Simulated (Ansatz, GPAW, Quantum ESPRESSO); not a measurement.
**The valence band of CoSi2 as photoemission sees it**

Wanted: projected DOS of CoSi2, weighted into photoemission and X-ray emission spectra, at several levels of theory.

Program: Ansatz 0.2.0, Quantum ESPRESSO 7.5 and GPAW 26.7.0. Level of theory: DFT, PBE, plane-wave PAW, default files, scalar-relativistic, in the first sound run; inputs show where later runs differ. Results are calculated unless marked as measured.

The database entry behind the starting cell differs from later determinations by our own check (0.1 to 0.3 % short, probably kX units), so it need not match the best structure at ambient conditions.

## Step 1: Set-up

Symmetry: Fm-3m, No. 225, cubic system. Conventional cell: a = 5.356 Å, b = 5.356 Å, c = 5.356 Å, α = 90.00°, β = 90.00°, γ = 90.00°. Co has 8 Si at 2.32 Å nearest. Si has 4 Co at 2.32 Å nearest. Farther neighbours are not listed.

## Step 2: Self-consistent run, DOS and bands

The base run gives the projected DOS, from which the spectra are built. The DOS is taken on a denser mesh than the density.

File input.yaml:

```yaml
crystal:
  lattice:
    - [0.0, 2.678, 2.678]
    - [2.678, 0.0, 2.678]
    - [2.678, 2.678, 0.0]
  atoms:
    - { symbol: Co, position: [0.0, 0.0, 0.0], spin: 2.0 }
    - { symbol: Si, position: [0.75, 0.75, 0.75] }
    - { symbol: Si, position: [0.25, 0.25, 0.25] }
magnetization:
  spin_polarized: true
kpoints:
  mp_grid: { grid: [12, 12, 12] }
  band_path:
    path:
      - [[0.0, 0.0, 0.0], [0.5, 0.0, 0.5], [0.625, 0.25, 0.625]]
      - [[0.375, 0.375, 0.75], [0.0, 0.0, 0.0], [0.5, 0.5, 0.5], [0.5, 0.25, 0.75], [0.5, 0.0, 0.5]]
    npoints: 15
scf:
  occupations: { method: fermi_dirac, width: 0.05 }
  n_extra_bands: 10
hamiltonian:
  xc: pbe
  pseudopotentials: { kind: paw }
output:
  forces: true
  stress: true
  dos:
    projected: true
    de: 0.05
    e_range: [-30, 12]
    nscf_kmesh: { grid: [20, 20, 20] }
  fatbands: true
```

Launch:

```console
> ansatz run input.yaml --threads 2 --pin off --max-ram 6144MiB --backend cpu --events-out ev --progress --plain --runs-dir out
```

Numbers of over 12 decimals in the logs are rounded to 6 here.

What it wrote:

```text
scf.n_extra_bands = 10 over 13 filled bands (N_el = 25.0): the run solves 23 bands
Engine: ansatz 0.2.0, aarch64-unknown-linux-gnu
Pseudopotentials: kind: paw
Pseudopotential: Co, paw, valence charge 17, recommended cutoff 420 eV (normal), Co.paw.azcp
Pseudopotential: Si, paw, valence charge 4, recommended cutoff 420 eV (normal), Si.paw.azcp
Functional definition: PBE
  parameter kappa = 0.804
  parameter beta = 0.066725
  exchange = pbe_x(kappa = kappa, mu = beta*pi^2/3)
  correlation = pbe_c(beta = beta)
Crystal: 3 atoms, lattice volume = 38.412 Å³
Basis set: ecut = 420 eV, 749 PW (Γ), exchange–correlation on 54×54×54 points (8 copies of the dense FFT grid, shifted against one another)
Bands: 23, of which v1, the nominal top of the filled ones, is band 13 counted from 1 (12 counted from 0)
Symmetry: 48 space group operations
Space group: Fm-3m (ITA 225), of the structure as read, at distance tolerance 3.4e-5 Å
Magnetic group: BNS 225.116 (UNI 1618), of the structure as read, at distance tolerance 3.4e-5 Å
k-points: 72 of 1728
Non-local potential: Co, projectors of the file, l = 0: 3, l = 1: 2, l = 2: 3, l = 3: 1
Non-local potential: Si, projectors of the file, l = 0: 2, l = 1: 2, l = 2: 2
PAW form: soft (Blöchl's): semilocal exchange-correlation on the pseudo side does not see the compensation charge
PAW one-centre angular grid: Co, 590 points (default); XC on 64 Gauss nodes
PAW one-centre angular grid: Si, 110 points (default); XC on 64 Gauss nodes
Initial density: superposition of atomic densities (chi_scale 0.1, normalization cell)
Starting moments: Σ|m| = 2 μB on 1 of 3 sites
Initial wavefunctions: pseudopotential atomic-orbital guess
Functional: x = pbe(κ = 0.804, μ = 0.219515), c = pbe(β = 0.066725)
SCF iter   1: F=—  HF=-6398.499812 eV  |F-HF|=—  |Δ(HF+E_count)|=         —  Δρ=1.66e-1 (↑1.66e-1 ↓9.33e-2)  dr2=1.90e0  dr2_m=5.61e0  M=0.232 μB ∫|m|=0.341 μB  β_m=0.30  ethr=3.10e-3  ⟨swp⟩=5.7  Hψ=15925  notcnv=0  defer=15
Mixer restart at iter 1: flushing history
preconditioner: auto → Kerker (q_TF=auto, 2.540 Å⁻¹)  [metal: Δε(μ)=0.024 eV  Ē_g=12.108 eV  σ=0.050 eV  W_gap=0.12  n_scr=14 (ndim 8)  ℏωp=24.7 eV  f_vac=0.000  D(μ)=1.41/eV (n_scr^D=14)]
spin=Collinear: Kerker preconditioning applied to the charge; magnetization (m = ρ↑ − ρ↓) channel mixes plain (no charge-response kernel on spin).
SCF iter   2: F=—  HF=-6397.646904 eV  |F-HF|=—  |Δ(HF+E_count)|=   8.53e-1  Δρ=1.10e-1 (↑8.42e-2 ↓1.10e-1)  dr2=1.10e0  dr2_m=3.18e0  M=0.151 μB ∫|m|=0.242 μB  β_m=0.57  ethr=3.10e-3  ⟨swp⟩=2.6  Hψ=6749  notcnv=0  defer=501
SCF iter   3: F=—  HF=-6399.110676 eV  |F-HF|=—  |Δ(HF+E_count)|=    1.46e0  Δρ=5.05e-2 (↑5.05e-2 ↓4.50e-2)  dr2=4.35e-1  dr2_m=7.30e-1  M=0.051 μB ∫|m|=0.102 μB  β_m=0.79  ethr=3.10e-3  ⟨swp⟩=2.7  Hψ=5691  notcnv=0  defer=513
SCF iter   4: F=—  HF=-6399.239364 eV  |F-HF|=—  |Δ(HF+E_count)|=   1.29e-1  Δρ=1.83e-2 (↑1.83e-2 ↓1.43e-2)  dr2=4.18e-1  dr2_m=1.62e-3  M=-0.004 μB ∫|m|=0.005 μB  β_m=0.77  ethr=1.74e-3  ⟨swp⟩=2.9  Hψ=6734  notcnv=0  defer=518
SCF iter   5: F=—  HF=-6399.168213 eV  |F-HF|=—  |Δ(HF+E_count)|=   7.12e-2  Δρ=1.03e-2 (↑1.03e-2 ↓9.70e-3)  dr2=8.35e-2  dr2_m=3.44e-5  M=0.000 μB ∫|m|=0.002 μB  β_m=0.88  ethr=1.67e-3  ⟨swp⟩=2.1  Hψ=4731  notcnv=0  defer=518
SCF iter   6: F=—  HF=-6399.178743 eV  |F-HF|=—  |Δ(HF+E_count)|=   1.05e-2  Δρ=3.06e-3 (↑1.85e-3 ↓3.06e-3)  dr2=5.60e-3  dr2_m=1.92e-4  M=-0.002 μB ∫|m|=0.003 μB  β_m=0.94  ethr=3.34e-4  ⟨swp⟩=2.0  Hψ=5463  notcnv=0  defer=512
SCF iter   7: F=—  HF=-6399.180087 eV  |F-HF|=—  |Δ(HF+E_count)|=   1.34e-3  Δρ=7.37e-4 (↑7.37e-4 ↓7.00e-4)  dr2=6.79e-4  dr2_m=5.64e-7  M=-0.000 μB ∫|m|=0.001 μB  β_m=0.97  ethr=2.24e-5  ⟨swp⟩=2.0  Hψ=6053  notcnv=0  defer=512
SCF iter   8: F=—  HF=-6399.180133 eV  |F-HF|=—  |Δ(HF+E_count)|=   4.63e-5  Δρ=2.53e-4 (↑2.53e-4 ↓2.53e-4)  dr2=6.67e-5  dr2_m=8.22e-8  M=-0.000 μB ∫|m|=0.000 μB  β_m=0.97  ethr=2.72e-6  ⟨swp⟩=2.1  Hψ=4396  notcnv=0  defer=512
SCF iter   9: F=—  HF=-6399.180137 eV  |F-HF|=—  |Δ(HF+E_count)|=   4.49e-6  Δρ=3.97e-5 (↑3.70e-5 ↓3.97e-5)  dr2=2.75e-6  dr2_m=2.47e-8  M=-0.000 μB ∫|m|=0.000 μB  β_m=0.99  ethr=2.67e-7  ⟨swp⟩=2.2  Hψ=4205  notcnv=0  defer=512
SCF iter  10: F=—  HF=-6399.180139 eV  |F-HF|=—  |Δ(HF+E_count)|=   1.47e-6  Δρ=1.46e-5 (↑1.46e-5 ↓1.19e-5)  dr2=3.76e-7  dr2_m=1.75e-9  M=-0.000 μB ∫|m|=0.000 μB  β_m=0.99  ethr=1.10e-8  ⟨swp⟩=2.2  Hψ=4090  notcnv=0  defer=512
SCF iter  11: F=—  HF=-6399.180139 eV  |F-HF|=—  |Δ(HF+E_count)|=   9.06e-8  Δρ=2.48e-6 (↑2.48e-6 ↓2.36e-6)  dr2=7.33e-9  dr2_m=1.76e-11  M=-0.000 μB ∫|m|=0.000 μB  β_m=1.00  ethr=1.50e-9  ⟨swp⟩=2.1  Hψ=3925  notcnv=0  defer=512
SCF iter  12: F=-6399.180139 eV  HF=-6399.180139 eV  |F-HF|=3.29e-9  |Δ(HF+E_count)|=   3.47e-9  Δρ=1.83e-6 (↑1.83e-6 ↓1.82e-6)  dr2=3.96e-9  dr2_m=4.71e-13  M=-0.000 μB ∫|m|=0.000 μB  ethr=2.93e-11  ⟨swp⟩=7.3  Hψ=15098  notcnv=0
SCF 1 converged in 12 iterations: F = -6399.180139 eV  dr2 = 3.96e-9
  greatest PAW one-centre occupation: 1.000 electrons in one spin orbital (limit 2), on the Co atom at site 0 (counted from 0), in its partial waves of l = 0
WARN: the starting moments were not kept: the SCF closed with an absolute magnetisation of 3.5e-7 μB, where they sum to 2 μB in size (1 site). That is at most 0.1 of that sum. Measured as dr2_m measures the in/out step, that magnetisation stands 1.9e-14 eV from none, at or under the dr2_threshold of 1.0e-7 eV: it is no larger than a step whose dr2_m would equal this threshold. The system may hold no moment; this SCF  [...]
NSCF: frozen V_eff on 92 k-points
NSCF: frozen V_eff on 256 k-points
SCF converged after 12 iterations
Magnetization: -0.0000 μB (12.5000 up, 12.5000 down)
Absolute magnetization: 0.0000 μB (∫|ρ↑−ρ↓|, with the PAW one-centre terms)
Spin contamination: 0.0000 ħ² per cell (⟨S²⟩ above its minimum at these occupations)
Per-site moments (μB) at R_I (Å): [(-5.337759927166042e-8, 0.956677), (3.7311395022808836e-8, 0.956677), (3.7311395017160854e-8, 0.956677)]
Free energy (F): -6399.180139 eV
Harris-Foulkes:  -6399.180139 eV  (|F-HF|=3.29e-9)
Internal energy: -6399.172344 eV  (E = F + TS)
E sigma→0 (E₀):  -6399.176242 eV
Entropy (-TS):   -0.007795 eV (-2.598 meV/atom)
Fermi energy:    12.865541 eV
--- Per-component energies (eV) ---
  E_band       = -284.185380
  E_kinetic    = 547.540624
  E_local      = -4096.066939  (includes V_loc(G=0)·N_el)
  E_nonlocal   = 501.200866
  E_hartree    = 1782.173342
  E_xc         = -274.108275
  E_vxc        = -305.267240  (∫ρ·V_xc dr)
  E_paw        = -2541.425678  (= ΣΔE_a)
  E_vpaw       = -495.944686  (= ΣTr[D̂ρ^β])
  E_aug_tail   = 0.000153  (compensation charges beyond the density's cutoff)
  E_ewald      = -2318.486437
  E_smearing   = -0.007795  (= −TS)
  E_closure    = 0.000000  (closes the sum)
  Σ components = -6399.180139   (vs F -6399.180139, Δ=0.00e0)
--- Forces (eV/Å), atoms counted from 1 ---
  atom   1  Co    -0.00000000     0.00000000    -0.00000000
  atom   2  Si    -0.00000000    -0.00000000    -0.00000000
  atom   3  Si    -0.00000000     0.00000000     0.00000000
  max |Σ_I F_I| component: 5.55e-17 eV/Å
--- Stress (GPa, compression-positive) ---
        0.382890      -0.000000      -0.000000
        0.000000       0.382890       0.000000
       -0.000000       0.000000       0.382890
  P = ⅓ Tr σ = 0.3829 GPa (3.829 kbar)
--- Band table (eV; the first three rows and the last of 144) ---
  k-point 0 ↑: bands = [... 9 lower, 10.9782, 13.6404, 16.3085, 16.3085, 16.3085, 16.3187, 16.3187, 16.3187, ... 6 higher]
  k-point 1 ↑: bands = [... 9 lower, 10.9462, 13.7261, 14.8930, 15.5632, 15.5632, 17.0850, 17.0850, 17.8350, ... 6 higher]
  k-point 2 ↑: bands = [... 9 lower, 10.8758, 13.0590, 14.6720, 14.8288, 14.8288, 17.2196, 17.2196, 17.9133, ... 6 higher]
  k-point 71 ↓: bands = [... 9 lower, 10.5864, 10.9354, 11.4349, 12.2096, 16.5221, 16.5221, 18.7130, 19.4938, ... 6 higher]
```

It took 16 s on 2 threads of Arm Neoverse V1, shared host; peak memory 0.44 GiB; 31 s of CPU time.

This step gave:

```
free energy                                    : -6399.1801 eV
energy at zero smearing                        : -6399.1762 eV
smearing term TS                               : 0.007795 eV
Fermi energy                                   : 12.87 eV
symmetry operations                            : 48
pressure                                       : 0.3829 GPa
zero of energy                                 : Fermi level
share of occupied states in no projected shell : 0.02 of the occupied states in the window
DOS at the Fermi level                         : 1.044 states/eV/cell
```

The electronic bands at the labelled points (eV, zero at the Fermi level; # counts the bands kept):

| point | up #7 | up #8 | up #9 | up #10 | down #7 | down #8 | down #9 | down #10 |
| --- | --- | --- | --- | --- | --- | --- | --- | --- |
| Γ | 0.77 | 3.44 | 3.44 | 3.44 | 0.77 | 3.44 | 3.44 | 3.44 |
| 0.47 of the way | -0.10 | -0.10 | 0.04 | 1.41 | -0.10 | -0.10 | 0.04 | 1.41 |
| X | -1.93 | -1.91 | -1.31 | 1.62 | -1.93 | -1.91 | -1.31 | 1.62 |
| 0.47 of the way | -1.90 | -1.54 | -1.24 | 1.77 | -1.90 | -1.54 | -1.24 | 1.77 |
| U | -1.74 | -1.21 | -0.95 | 2.00 | -1.74 | -1.21 | -0.95 | 2.00 |
| jump to K | -1.74 | -1.21 | -0.95 | 2.00 | -1.74 | -1.21 | -0.95 | 2.00 |
| 0.47 of the way | -1.64 | -0.59 | 1.08 | 2.97 | -1.64 | -0.59 | 1.08 | 2.97 |
| Γ | 0.77 | 3.44 | 3.44 | 3.44 | 0.77 | 3.44 | 3.44 | 3.44 |
| 0.47 of the way | -0.65 | 1.36 | 1.36 | 2.19 | -0.65 | 1.36 | 1.36 | 2.19 |
| L | -1.60 | -0.47 | -0.47 | 2.71 | -1.60 | -0.47 | -0.47 | 2.71 |
| 0.53 of the way | -1.75 | -1.03 | -0.59 | 2.69 | -1.75 | -1.03 | -0.59 | 2.69 |
| W | -1.93 | -1.43 | -0.66 | 3.65 | -1.93 | -1.43 | -0.66 | 3.65 |
| 0.53 of the way | -1.93 | -1.50 | -1.04 | 2.02 | -1.93 | -1.50 | -1.04 | 2.02 |
| X | -1.93 | -1.91 | -1.31 | 1.62 | -1.93 | -1.91 | -1.31 | 1.62 |

Of the projections kept (Co s, Co d, Si s, Si p, not projected), the largest for each band there; the rest of the weight can lie on other orbitals:

| point | up #7 | up #8 | up #9 | up #10 | down #7 | down #8 | down #9 | down #10 |
| --- | --- | --- | --- | --- | --- | --- | --- | --- |
| Γ | Si s 1.00 | not projected 0.92 | not projected 0.92 | not projected 0.92 | Si s 1.00 | not projected 0.92 | not projected 0.92 | not projected 0.92 |
| X | Co d 0.94 | Co d 0.68 | Co d 0.99 | Co d 0.63 | Co d 0.94 | Co d 0.68 | Co d 0.99 | Co d 0.63 |
| U | Co d 0.89 | Co d 0.82 | Co d 0.81 | Co d 0.47 | Co d 0.89 | Co d 0.82 | Co d 0.81 | Co d 0.47 |
| K | Co d 0.89 | Co d 0.82 | Co d 0.81 | Co d 0.47 | Co d 0.89 | Co d 0.82 | Co d 0.81 | Co d 0.47 |
| Γ | Si s 1.00 | not projected 0.92 | not projected 0.92 | not projected 0.92 | Si s 1.00 | not projected 0.92 | not projected 0.92 | not projected 0.92 |
| L | Co d 0.97 | Si p 0.93 | Si p 0.93 | Si s 0.45 | Co d 0.97 | Si p 0.93 | Si p 0.93 | Si s 0.45 |

The DOS has structure finer than the step of the table below, so its rows give means over 1 eV, whole bins alone (the curve runs from -14.6 to 10.1 eV). Peaks (eV: height): total -3.6: 3.38, -1.9: 5.79, -1.3: 3.43, -0.7: 3.12; Co 3d -3.6: 1.71, -1.6: 5.10, 3.7: 0.688; Si 3p -4.0: 1.68, -0.6: 0.991, 2.4: 0.883, 3.7: 1.62; Si 3s -9.0: 0.512, 0.8: 0.144, 2.4: 0.749, 3.7: 0.309; Co 4s -1.9: 0.139, 3.9: 0.162, 5.4: 0.161, 7.2: 0.198.

* holds the states left over by the projection beside any projected weight of its own. The DOS by E, zero at the Fermi level; means over each step; values in states/eV/cell:

| E (eV) | total | Co 3d | Si 3p | Si 3s | Co 4s | Co 4p* |
| --- | --- | --- | --- | --- | --- | --- |
| -14 | 0 | 0 | 0 | 0 | 0 | 0 |
| -13 | 0.0888 | 2.8e-5 | 0.00866 | 0.0480 | 0.0316 | 6.6e-5 |
| -12 | 0.300 | 7.8e-4 | 0.0667 | 0.154 | 0.0767 | 0.00125 |
| -11 | 0.438 | 0.00408 | 0.133 | 0.222 | 0.0758 | 0.00317 |
| -10 | 0.598 | 0.0147 | 0.196 | 0.310 | 0.0715 | 0.00481 |
| -9 | 0.729 | 0.0273 | 0.220 | 0.436 | 0.0362 | 0.00858 |
| -8 | 0.755 | 0.0672 | 0.249 | 0.418 | 0.0128 | 0.00907 |
| -7 | 0.731 | 0.127 | 0.264 | 0.316 | 0.0165 | 0.00711 |
| -6 | 0.768 | 0.151 | 0.407 | 0.171 | 0.0318 | 0.00711 |
| -5 | 0.996 | 0.237 | 0.608 | 0.101 | 0.0382 | 0.0120 |
| -4 | 2.50 | 1.04 | 1.29 | 0.0898 | 0.0449 | 0.0288 |
| -3 | 1.76 | 0.969 | 0.663 | 0.0606 | 0.0311 | 0.0321 |
| -2 | 3.74 | 3.13 | 0.409 | 0.0335 | 0.0710 | 0.0966 |
| -1 | 2.84 | 2.04 | 0.568 | 0.0528 | 0.0540 | 0.118 |
| 0 | 1.18 | 0.529 | 0.500 | 0.0462 | 0.0109 | 0.0967 |
| 1 | 0.435 | 0.128 | 0.184 | 0.0623 | 0.00301 | 0.0580 |
| 2 | 1.45 | 0.494 | 0.388 | 0.448 | 0.0115 | 0.104 |
| 3 | 0.896 | 0.194 | 0.327 | 0.202 | 0.0587 | 0.113 |
| 4 | 1.97 | 0.352 | 1.00 | 0.192 | 0.128 | 0.297 |
| 5 | 1.38 | 0.137 | 0.696 | 0.167 | 0.0928 | 0.292 |
| 6 | 1.60 | 0.0982 | 0.789 | 0.128 | 0.114 | 0.467 |
| 7 | 1.46 | 0.0610 | 0.680 | 0.0895 | 0.141 | 0.493 |
| 8 | 1.36 | 0.0413 | 0.569 | 0.0575 | 0.106 | 0.585 |
| 9 | 1.47 | 0.0352 | 0.531 | 0.0353 | 0.0812 | 0.782 |

This run's widths, added to any smearing of the DOS itself: Gaussian 0.6 eV, Lorentzian 0.2 eV plus 0.03 an eV of depth. Table of intensity by binding energy, zero at the Fermi level; values in % of the maximum within 13 eV:

| binding energy (eV) | 21.2 eV | 100 eV | 1486.7 eV | 2150 eV | 5414.7 eV |
| --- | --- | --- | --- | --- | --- |
| -1.0 | 1.77 | 1.62 | 1.77 | 1.87 | 2.29 |
| -0.5 | 4.04 | 3.60 | 3.93 | 4.14 | 4.91 |
| 0.0 | 17.2 | 14.9 | 16.3 | 17.2 | 19.8 |
| 0.5 | 43.2 | 38.9 | 41.2 | 42.5 | 45.8 |
| 1.0 | 64.5 | 61.9 | 63.7 | 64.8 | 66.9 |
| 1.5 | 94.1 | 93.9 | 94.2 | 94.5 | 91.2 |
| 2.0 | 86.3 | 85.7 | 86.0 | 86.2 | 83.0 |
| 2.5 | 48.8 | 46.4 | 48.1 | 49.4 | 52.9 |
| 3.0 | 39.1 | 34.9 | 37.9 | 40.0 | 48.1 |
| 3.5 | 43.3 | 36.8 | 40.6 | 43.0 | 52.1 |
| 4.0 | 41.0 | 33.4 | 38.5 | 41.9 | 56.6 |
| 4.5 | 24.9 | 18.8 | 24.3 | 28.2 | 47.1 |
| 5.0 | 16.4 | 11.5 | 17.2 | 21.4 | 42.4 |
| 5.5 | 13.1 | 8.63 | 15.0 | 19.8 | 44.1 |
| 6.0 | 11.8 | 7.47 | 15.5 | 21.5 | 52.4 |
| 6.5 | 11.6 | 7.13 | 17.6 | 25.5 | 66.0 |
| 7.0 | 10.9 | 6.31 | 18.5 | 27.7 | 74.8 |
| 7.5 | 10.2 | 5.45 | 19.2 | 29.6 | 82.6 |
| 8.0 | 10.2 | 4.92 | 20.5 | 32.2 | 92.6 |
| 8.5 | 9.86 | 4.35 | 21.0 | 33.7 | 98.9 |
| 9.0 | 8.95 | 3.72 | 20.2 | 32.7 | 98.1 |
| 9.5 | 7.73 | 3.15 | 17.8 | 29.1 | 89.1 |
| 10.0 | 6.72 | 2.70 | 15.8 | 26.0 | 80.9 |
| 10.5 | 5.43 | 2.22 | 13.7 | 22.7 | 71.6 |
| 11.0 | 3.63 | 1.82 | 11.9 | 19.8 | 63.6 |
| 11.5 | - | 1.48 | 10.2 | 17.2 | 56.0 |
| 12.0 | - | 1.16 | 8.48 | 14.3 | 47.4 |
| 12.5 | - | 0.837 | 6.31 | 10.7 | 35.9 |
| 13.0 | - | 0.503 | 3.60 | 6.10 | 20.4 |
| 13.5 | - | 0.276 | 1.58 | 2.62 | 8.56 |
| 14.0 | - | 0.188 | 0.850 | 1.38 | 4.32 |
| 14.5 | - | 0.150 | 0.584 | 0.926 | 2.82 |

Maxima picked by a test of local sharpness, so broad peaks and shoulders can be missing; peaks within 0.45 eV of a curve's cut are left out. Valence peaks, by row:

| photon energy (eV) | binding energy (eV) | height (% of the maximum within 13 eV) | main shell | its share (%) |
| --- | --- | --- | --- | --- |
| 21.2 | 3.7 | 45.07 | Co 3d | 70.43 |
| 21.2 | 1.7 | 100 | Co 3d | 94.05 |
| 100 | 3.7 | 37.69 | Co 3d | 88 |
| 100 | 1.7 | 100 | Co 3d | 98.26 |
| 1487 | 3.7 | 42.06 | Co 3d | 74.98 |
| 1487 | 1.7 | 100 | Co 3d | 93.42 |
| 2150 | 8.6 | 33.77 | Si 3s | 87.63 |
| 2150 | 3.75 | 44.96 | Co 3d | 66.81 |
| 2150 | 1.7 | 100 | Co 3d | 89.7 |
| 5415 | 8.75 | 100 | Si 3s | 90.71 |
| 5415 | 3.9 | 57.24 | Co 3d | 35.01 |
| 5415 | 1.7 | 95.14 | Co 3d | 66.78 |

Shapes are the site's partial DOS without matrix elements, which overweights lines from ligand s bands. Table of intensity by emission energy less the core level's binding energy, zero at the Fermi level; read off at these points; values in % of the unpolarised maximum:

| emission energy less the core level's binding energy (eV) | Co L-alpha | Si K-beta | Si L2,3 |
| --- | --- | --- | --- |
| -14.50 | 0.185 | 0.990 | 1.39 |
| -14.00 | 0.204 | 1.27 | 2.22 |
| -13.50 | 0.228 | 1.81 | 5.05 |
| -13.00 | 0.259 | 2.91 | 13.2 |
| -12.50 | 0.301 | 4.82 | 24.5 |
| -12.00 | 0.361 | 7.35 | 34.1 |
| -11.50 | 0.449 | 10.1 | 42.3 |
| -11.00 | 0.578 | 12.9 | 50.3 |
| -10.50 | 0.765 | 15.7 | 59.3 |
| -10.00 | 1.02 | 18.0 | 70.0 |
| -9.50 | 1.32 | 19.8 | 81.9 |
| -9.00 | 1.73 | 21.7 | 95.5 |
| -8.57 | 2.24 | 23.5 | 100.0 |
| -8.50 | 2.34 | 23.7 | 99.7 |
| -8.00 | 3.16 | 24.7 | 93.6 |
| -7.50 | 4.11 | 25.6 | 82.5 |
| -7.00 | 5.22 | 28.8 | 71.8 |
| -6.50 | 6.25 | 34.3 | 58.8 |
| -6.00 | 7.19 | 41.1 | 41.9 |
| -5.50 | 8.92 | 49.6 | 30.6 |
| -5.00 | 12.7 | 61.7 | 25.2 |
| -4.50 | 20.9 | 80.6 | 22.9 |
| -4.00 | 32.7 | 98.6 | 21.4 |
| -3.88 | 35.0 | 99.9 | 20.7 |
| -3.50 | 38.8 | 92.0 | 17.7 |
| -3.00 | 42.6 | 69.1 | 15.1 |
| -2.50 | 59.1 | 52.4 | 11.2 |
| -2.00 | 90.2 | 44.5 | 8.97 |
| -1.68 | 99.9 | 42.1 | 9.86 |
| -1.50 | 97.1 | 42.4 | 10.7 |
| -1.00 | 71.4 | 50.7 | 12.6 |
| -0.50 | 44.1 | 52.8 | 11.4 |
| 0.00 | 21.0 | 32.3 | 6.05 |
| 0.50 | 8.07 | 12.4 | 1.22 |
| 1.00 | 3.82 | 5.24 | 0.350 |

Window up to 10.1 eV. Shell moments, by row:

| element | shell | occupied states an atom | centre of occupied part (eV) | rms width of occupied part (eV) | centre up to the window's top (eV) | rms width up to the window's top (eV) |
| --- | --- | --- | --- | --- | --- | --- |
| Co | 4s | 0.5995 | -7.125 | 4.116 | 0.4753 | 7.328 |
| Co | 4p* | 0.3841 | -2.389 | 2.41 | 6.397 | 3.618 |
| Co | 3d | 8.18 | -2.33 | 1.555 | -1.356 | 2.706 |
| Si | 3s | 1.218 | -8.075 | 2.662 | -3.674 | 6.277 |
| Si | 3p | 2.702 | -4.464 | 2.84 | 0.5952 | 5.645 |

The spectra weight each projected shell by its atomic cross section (Dirac–Hartree–Slater) and angular factor, for linear light with the analyser at 30° from the polarisation. Broadening, on top of any smearing of the DOS itself: a Gaussian of 0.6 eV and a Lorentzian of 0.2 eV plus 0.03 times the binding energy (full widths), Fermi edge at 20 K. Curves are cut 10 eV under the photon energy, above any shell that the free atom's threshold puts out of reach, or at the lower edge of the window: 11.2 eV at 21.2 eV, 14.6 eV at 100 eV, 14.6 eV at 1486.7 eV, 14.6 eV at 2150 eV and 14.6 eV at 5414.7 eV. A star in tables and legends marks shells that hold the states left over by the projection (2.0 % of the filled ones), a stand-in for orbitals that the files don't project on. Dipole terms alone, which is rough above 3 keV; no background, satellites or final-state effects.

How the area divides among the shells (%):

| shell | 21.2 eV | 100 eV | 1486.7 eV | 2150 eV | 5414.7 eV |
| --- | --- | --- | --- | --- | --- |
| Co 4s | 0.6 | 0.3 | 4.2 | 6.7 | 15.6 |
| Co 3d | 72.5 | 88.8 | 61.1 | 48.6 | 18.3 |
| Si 3s | 9.1 | 3.8 | 27.0 | 37.5 | 61.4 |
| Si 3p | 16.7 | 7.0 | 7.1 | 6.6 | 3.9 |

The starting moments died away, so the state found is non-magnetic. At the Fermi level the DOS is 1.04 states/eV a cell, and on the broadened curves Co 3d holds 43 % of the total there.

(Part 1 of 7 ends here.)

[Logs are printed without paths, hosts, clocks, repeated set-up lines and the standing remarks that a program may print on its own settings, such as how far it seeks lower states.]

[Hosts, paths, dates, database ids (printed as entryN), source tags and the programs' standing remarks are cut or masked in the printed files.]

[Maps of the electrostatic potential energy from Ansatz leave out the sawtooth potential of an applied field or a dipole correction, so their vacuum need not be flat; work functions include it.]

[Peak lists hold at most the 14 tallest peaks of each spectrum; further lines can be left out.]
